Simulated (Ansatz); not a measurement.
# A generalised stacking fault on (111) (glide set) of a Ge-Si solid solution: a series in slip in units of 1/2[11-2]

How does the energy change as one half of the crystal slips over the other?

Computed with Ansatz 0.2.0: Kohn-Sham DFT, r2SCAN, PAW (set soft_2). Every run is a single point, with the atoms held where the recipe put them (cutoff of the plane-wave runs 500 eV, gaussian smearing of 0.05 eV).

First member: diamond-structure Ge lattice (a = 5.5919 Å, the value set for the mixture), cell with z along [111], 1 x 3 x 2 periods; the third cell vector is tilted by 0.000 of 1/2[11-2] and lengthened by 0.2 Å, so the stacking has no slip (glide set); displaced by a Gaussian of 0.01 Å; 21 of 72 Ge sites given to Si at random (lattice constant by Vegard's rule between Ge and Si).

Last member: diamond-structure Ge lattice (a = 5.5919 Å, the value set for the mixture), cell with z along [111], 1 x 3 x 2 periods; the third cell vector is tilted by 0.917 of 1/2[11-2] and lengthened by 0.2 Å, so the cell holds one fault (glide set); displaced by a Gaussian of 0.01 Å; 21 of 72 Ge sites given to Si at random (lattice constant by Vegard's rule between Ge and Si).

The members:

| slip in units of 1/2[11-2] | reduced formula | atoms | valence electrons | k-mesh | basis | density (g/cm³) |
| --- | --- | --- | --- | --- | --- | --- |
| 0 | Si7Ge17 | 72 | 798 | 2×1×1 | plane waves | 4.48 |
| 0.0833 | Si7Ge17 | 72 | 798 | 2×1×1 | plane waves | 4.48 |
| 0.1667 | Si7Ge17 | 72 | 798 | 2×1×1 | plane waves | 4.48 |
| 0.25 | Si7Ge17 | 72 | 798 | 2×1×1 | plane waves | 4.48 |
| 0.3333 | Si7Ge17 | 72 | 798 | 2×1×1 | plane waves | 4.48 |
| 0.4167 | Si7Ge17 | 72 | 798 | 2×1×1 | plane waves | 4.48 |
| 0.9167 | Si7Ge17 | 72 | 798 | 2×1×1 | plane waves | 4.48 |

The input of the first member, without its atom lines; other members have their own cell and atoms, and may differ in mesh, basis and outputs:

```yaml
crystal:
  lattice:
    - [6.84865, 0.0, 0.0]
    - [0.0, 11.86221, 0.0]
    - [0.0, 0.0, 19.57091]
  atoms:
    [... 72 lines ...]
kpoints:
  mp_grid: { grid: [2, 1, 1] }
hamiltonian:
  xc: r2scan
scf:
  occupations: { method: gaussian, width: 0.05 }
output:
  forces: true
  stress: true
  populations: intrinsic
  dos:
    method: { smearing: { sigma: 0.1 } }
    de: 0.1
    projected: { site_lists: { Ge: [Ge], Si: [Si] } }
  eigenvalues: true
  write_density: true
  write_potential: true
  volumetric_format: npy
```

**Question.** How do the results, the time and the memory go along the series?

Results; charges are mean intrinsic-atomic-orbital charges in e:

| slip in units of 1/2[11-2] | energy less the first member's, over the cell's cross-section (mJ/m²) | pressure (GPa) | r.m.s. force (eV/Å) | gap (eV) | q(Si) | q(Ge) |
| --- | --- | --- | --- | --- | --- | --- |
| 0 | 0.0 | -0.308 | 0.460 | 0.524 | +0.06 | -0.02 |
| 0.0833 | 779.4 | 0.701 | 0.467 | 0.161 | +0.06 | -0.02 |
| 0.1667 | 1465.7 | 1.15 | 0.366 | 0.317 | +0.06 | -0.02 |
| 0.25 | 785.1 | 0.427 | 0.455 | 0.189 | +0.06 | -0.02 |
| 0.3333 | 35.3 | -0.387 | 0.468 | 0.501 | +0.06 | -0.02 |
| 0.4167 | 2029.6 | 2.13 | 1.81 | - | +0.06 | -0.02 |
| 0.9167 | 2091.5 | 2.18 | 1.85 | - | +0.06 | -0.02 |

The gap is that between the highest filled and lowest empty Kohn-Sham level on the run's k-points, and semilocal functionals tend to put gaps under measured ones. A dash for the gap marks partly filled levels at the Fermi energy, or a mesh that can't show the gap.

Bonds in each cell, which the recipe sets and DFT didn't move; cutoffs follow each cell's own g(r) within set bounds (mean length in Å, and neighbours of the second kind about the first):

| slip in units of 1/2[11-2] | Ge-Ge length | Ge-Ge count | Ge-Si length | Ge-Si count |
| --- | --- | --- | --- | --- |
| 0 | 2.423 | 2.90 | 2.437 | 1.10 |
| 0.0833 | 2.419 | 2.86 | 2.402 | 1.04 |
| 0.1667 | 2.418 | 2.86 | 2.392 | 1.04 |
| 0.25 | 2.419 | 2.86 | 2.402 | 1.04 |
| 0.3333 | 2.423 | 2.90 | 2.436 | 1.10 |
| 0.4167 | - | - | - | - |
| 0.9167 | - | - | - | - |

Cost on 8 threads of Arm Neoverse V2, shared host:

| slip in units of 1/2[11-2] | atoms | basis | k-mesh | SCF cycles | time | host memory (GiB) |
| --- | --- | --- | --- | --- | --- | --- |
| 0 | 72 | plane waves | 2×1×1 | 11 | 76 s | 10 |
| 0.0833 | 72 | plane waves | 2×1×1 | 9 | 76 s | 10 |
| 0.1667 | 72 | plane waves | 2×1×1 | 10 | 80 s | 10 |
| 0.25 | 72 | plane waves | 2×1×1 | 10 | 82 s | 10 |
| 0.3333 | 72 | plane waves | 2×1×1 | 11 | 75 s | 10 |
| 0.4167 | 72 | plane waves | 2×1×1 | 11 | 78 s | 11 |
| 0.9167 | 72 | plane waves | 2×1×1 | 9 | 73 s | 11 |

Times include the outputs that each run asked for, on hosts shared with other jobs.

The highest energy among the slips run is 2091 mJ/m², at 0.917; the atoms aren't relaxed by DFT, and random displacements add noise; the random arrangement of atoms on sites adds some scatter. Among the members without partly filled levels, the gap lies between 0.161 and 0.524 eV; the mesh is coarse and needn't hold the band edges. The pressure is lowest at 0.333 (-0.39 GPa) and highest at 0.917 (2.2 GPa), with no steady trend; the cells follow a linear rule for the lattice rather than this functional's own volume. The r.m.s. force runs from 0.37 eV/Å to 1.9 eV/Å, the latter at a slip of 0.917.

**Limits.** The random displacements of the recipe add to the forces of every member.

[Logs are printed without paths, hosts, clocks, repeated set-up lines and the standing remarks that a program may print on its own settings, such as how far it seeks lower states.]

[Hosts, paths, dates, database ids (printed as entryN), source tags and the programs' standing remarks are cut or masked in the printed files.]
